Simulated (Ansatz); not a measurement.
**AlN (P6_3mc): the dielectric response against the k mesh**

Aim: how dense a k mesh do ε∞ and the zone-centre modes of AlN (P6_3mc) need?

Main program and level: Ansatz 0.2.0; DFT LDA, scalar-relativistic, plane waves, PAW; PAW set soft_1.

Most raw output is cut from this account.

The database entry behind the starting cell differs from later determinations by our own check (inner coordinate u about 0.002 short), so it need not match the best structure at ambient conditions.

### 1. The starting structure

Symmetry: P6_3mc, No. 186, hexagonal system. The conventional cell has a = 3.113 Å, b = 3.113 Å, c = 4.981 Å, α = 90.00°, β = 90.00°, γ = 120.00°. Nearest to N lie 4 Al at 1.89 Å. Nearest to Al lie 4 N at 1.89 Å. Farther neighbours and most contacts between anions are not listed.

### 2. Relaxation

Harmonic phonons are second derivatives at a point where the forces vanish, and they are wanted at zero stress, so atoms and cell are relaxed first.

input.yaml reads:

```yaml
crystal:
  lattice:
    - [3.113, 0.0, 0.0]
    - [-1.5565, 2.695937082, 0.0]
    - [0.0, 0.0, 4.981]
  atoms:
    - { symbol: "N", position: [0.33333333, 0.66666667, 0.38] }
    - { symbol: "N", position: [0.66666667, 0.33333333, 0.88] }
    - { symbol: Al, position: [0.33333333, 0.66666667, 0.0] }
    - { symbol: Al, position: [0.66666667, 0.33333333, 0.5] }
kpoints:
  mp_grid: { grid: [9, 9, 6] }
hamiltonian:
  xc: lda
  pseudopotentials: { kind: paw, azcp: { folder: soft_1 }, xc_functional: pbe }
scf:
  occupations: { method: gaussian, width: 0.02 }
output:
  forces: true
  stress: true
  eigenvalues: true
relax:
  adjacent_minimum: "off"
  f_tol: 0.005
  max_steps: 80
  cell: { stress_tol: 0.05 }
```

Command:

```console
$ ansatz run input.yaml --threads 8 --pin off --max-ram 16384MiB --backend cpu --events-out ev --progress --plain --runs-dir out
```

Elapsed: 3.4 s, on 8 threads of AMD EPYC 7B13 (Zen 3), shared host; peak memory 0.43 GiB.

The steps of the relaxation:

| step | energy less that of the first step (eV) | largest force component (eV/Å) | pressure (GPa) | volume (Å³) |
| --- | --- | --- | --- | --- |
| 1 | 0.0000 | 0.1169 | -4.67 | 41.80 |
| 2 | -0.0123 | 0.0912 | -2.34 | 41.32 |
| 3 | -0.0174 | 0.0303 | 0.14 | 40.83 |
| 4 | -0.0175 | 0.0018 | 0.02 | 40.85 |
| 5 | -0.0175 | 0.0004 | 0.00 | 40.86 |
| 6* | -0.0156 | 0.0004 | -0.10 | 40.86 |
| 7 | -0.0156 | 0.0000 | 0.00 | 40.84 |
| 8* | -0.0156 | 0.0000 | 0.00 | 40.84 |

Relaxation steps marked * repeat the geometry before them on a plane-wave basis chosen anew for their cell, so energy and pressure can jump there.

The run keeps the 12 symmetry operations that it works with, so distortions that break them were not tested.

| conventional cell, symmetrised | before | after | change |
| --- | --- | --- | --- |
| a (Å) | 3.113 | 3.089 | -0.8 % |
| b (Å) | 3.113 | 3.089 | -0.8 % |
| c (Å) | 4.981 | 4.943 | -0.8 % |
| volume (Å³/atom) | 10.45 | 10.21 | -2.3 % |

Final coordinates:

```xyz
4
Lattice="3.0886 0.0000 0.0000 -1.5443 2.6748 0.0000 0.0000 0.0000 4.9432" Properties=species:S:1:pos:R:3 pbc="T T T"
N     0.0000    1.7832    1.8833
N     1.5443    0.8916    4.3549
Al    0.0000    1.7832   -0.0049
Al    1.5443    0.8916    2.4667
```

Numbers from this step:

| Property | Result |
| --- | --- |
| pressure | -0.002425 GPa |
| gap on the k-mesh | 4.416 eV |
| volume per atom | 10.21 Å³ |

In this step the volume went from 10.45 to 10.21 Å³/atom.

### 3. Tight relaxation

Phonons need small forces and stress, so the relaxation is finished with tight tolerances on 9×9×6 k points.

input.yaml, the sections that differ from step 2:

```yaml
crystal:
  lattice:
    - [3.0886224675, 0.0, 0.0]
    - [-1.5443112337, 2.6748255195, 0.0]
    - [0.0, 0.0, 4.9431753226]
  atoms:
    - { symbol: "N", position: [0.3333333333, 0.6666666667, 0.3809902453] }
    - { symbol: "N", position: [0.6666666667, 0.3333333333, 0.8809902453] }
    - { symbol: Al, position: [0.3333333333, 0.6666666667, -0.0009902453] }
    - { symbol: Al, position: [0.6666666667, 0.3333333333, 0.4990097547] }
scf:
  occupations: { method: fixed }
relax:
  adjacent_minimum: "off"
  f_tol: 0.001
  max_steps: 60
  cell: { stress_tol: 0.01 }
# kpoints, hamiltonian, output: as in step 2
```

Wall time 0.99 s (8 threads); peak memory 0.44 GiB.

Little changed from the start: no atom moved by 0.005 Å and no cell edge by 0.1 %.

Numbers from this step:

```yaml
pressure: -0.002424 GPa
```

The largest force component left is 0.030 meV/Å and the pressure is -0.002 GPa, within the tolerances set. The cell now holds 10.21 Å³/atom.

### 4. Response on one mesh, 4×4×3

Phonons follow from the second derivative of the energy, found here by linear response.

The response is solved on 4×4×3 k points.

input.yaml, the sections that differ from step 3:

```yaml
kpoints:
  mp_grid: { grid: [4, 4, 3] }
output:
  eigenvalues: true
phonons:
  method: dfpt
  dielectric: true
  rigid_motions: translations
  field_mesh: kpoints
# crystal, hamiltonian, scf: as in step 3
# relax: removed
```

Run time: 1.7 s. Hardware: 8 threads; peak memory 0.4 GiB.

A gap read on the k-mesh alone can miss the band edges.

Numbers from this step:

```yaml
gap_on_the_k_mesh: 4.410 eV
sum_rule_residual_before_enforcement: 7.22e-5 eV/Å²
miss_of_the_charge_sum_rule: 1.33e-5 e
point_group: 6mm
highest_optical_mode_at_the_zone_centre_no_lo_to_term: 729.0 cm⁻¹
lowest_optical_zone_centre_mode: 239.8 cm⁻¹
mean_high_frequency_dielectric_constant: 4.355
largest_born_charge_third_of_the_trace: -2.575 e
mean_static_dielectric_constant: 8.379
top_of_the_zone_centre_spectrum_with_the_field: 923.7 cm⁻¹
```

Without the LO-TO term the lowest optical mode is real, 240 cm⁻¹, and the highest lies at 729.0 cm⁻¹.

### 5. Response on one mesh, 16×16×11

The response is solved on 16×16×11 k points.

input.yaml: that of step 4 with these lines changed.

```diff
@@ -11,3 +11,3 @@
 kpoints:
-  mp_grid: { grid: [4, 4, 3] }
+  mp_grid: { grid: [16, 16, 11] }
 hamiltonian:
```

The job ended after 32 s (8 threads; peak memory 1.6 GiB).

Numbers from this step:

```
gap on the k-mesh                                       : 4.416 eV
sum-rule residual before enforcement                    : 8.01e-5 eV/Å²
miss of the charge sum rule                             : 2.03e-5 e
highest optical mode at the zone centre (no LO-TO term) : 729.8 cm⁻¹
lowest optical zone-centre mode                         : 239.5 cm⁻¹
mean high-frequency dielectric constant                 : 4.473
largest Born charge (third of the trace)                : -2.578 e
mean static dielectric constant                         : 8.513
top of the zone-centre spectrum with the field          : 916.3 cm⁻¹
```

Without the LO-TO term the lowest optical mode is real, 240 cm⁻¹, and the highest lies at 729.8 cm⁻¹.

Between step 4 and this run (k-mesh 16×16×11 and k divisions 16) the value for the mean high-frequency dielectric constant moves from 4.35 to 4.47 (+3 %).

### 6. The series together

The members are set side by side, also those not shown above.

One cell throughout; the field response is solved on the k mesh of the run itself. The axis is the Cartesian z axis of the cell. The response against the k mesh:

| k divisions along a1 | ε∞ along the axis | ε∞ across the axis, mean | ε0 along the axis | ε0 across the axis, mean | largest Born charge in size, a third of the trace (e) | top mode with the field, highest of q along x, y and z (cm⁻¹) | mode 12 B1 (cm⁻¹) |
| --- | --- | --- | --- | --- | --- | --- | --- |
| 4 | 4.576 | 4.244 | 9.444 | 7.846 | 2.575 | 923.7 | 729 |
| 6 | 4.613 | 4.373 | 9.501 | 7.987 | 2.578 | 917.5 | 729.8 |
| 8 | 4.619 | 4.394 | 9.509 | 8.009 | 2.578 | 916.5 | 729.8 |
| 10 | 4.621 | 4.398 | 9.511 | 8.012 | 2.578 | 916.4 | 729.8 |
| 12 | 4.621 | 4.399 | 9.511 | 8.013 | 2.578 | 916.3 | 729.8 |
| 14 | 4.621 | 4.399 | 9.511 | 8.013 | 2.578 | 916.3 | 729.8 |
| 16 | 4.621 | 4.399 | 9.511 | 8.013 | 2.578 | 916.3 | 729.8 |

### 7. Outcome

- members: 7
- last mode of the table (no LO-TO term), 4 k divisions: 729.0 cm⁻¹
- last mode of the table (no LO-TO term), 16 k divisions: 729.8 cm⁻¹

What this shows: ε∞ across z, the slower component, goes from 4.24 at 4 divisions to 4.40 at 16; from 6 divisions on it stays within 1 % of the last value. The highest mode without the field stays within 1 cm⁻¹ of its last value from 4 divisions on. The top mode with the field moves by -7.4 cm⁻¹ over the series. So the field response needs the denser mesh. These are harmonic frequencies at zero temperature: anharmonic shifts, linewidths and thermal expansion are left out. The PAW files were made for PBE; the program adapts parts of them to the functional of the run, but their partial waves stay those of PBE, an approximation that was not tested in this session. Only the zone centre was solved, so an instability at another wavevector cannot show here.

[Logs are printed without paths, hosts, clocks, repeated set-up lines and the standing remarks that a program may print on its own settings, such as how far it seeks lower states.]

[Hosts, paths, dates, database ids (printed as entryN), source tags and the programs' standing remarks are cut or masked in the printed files.]
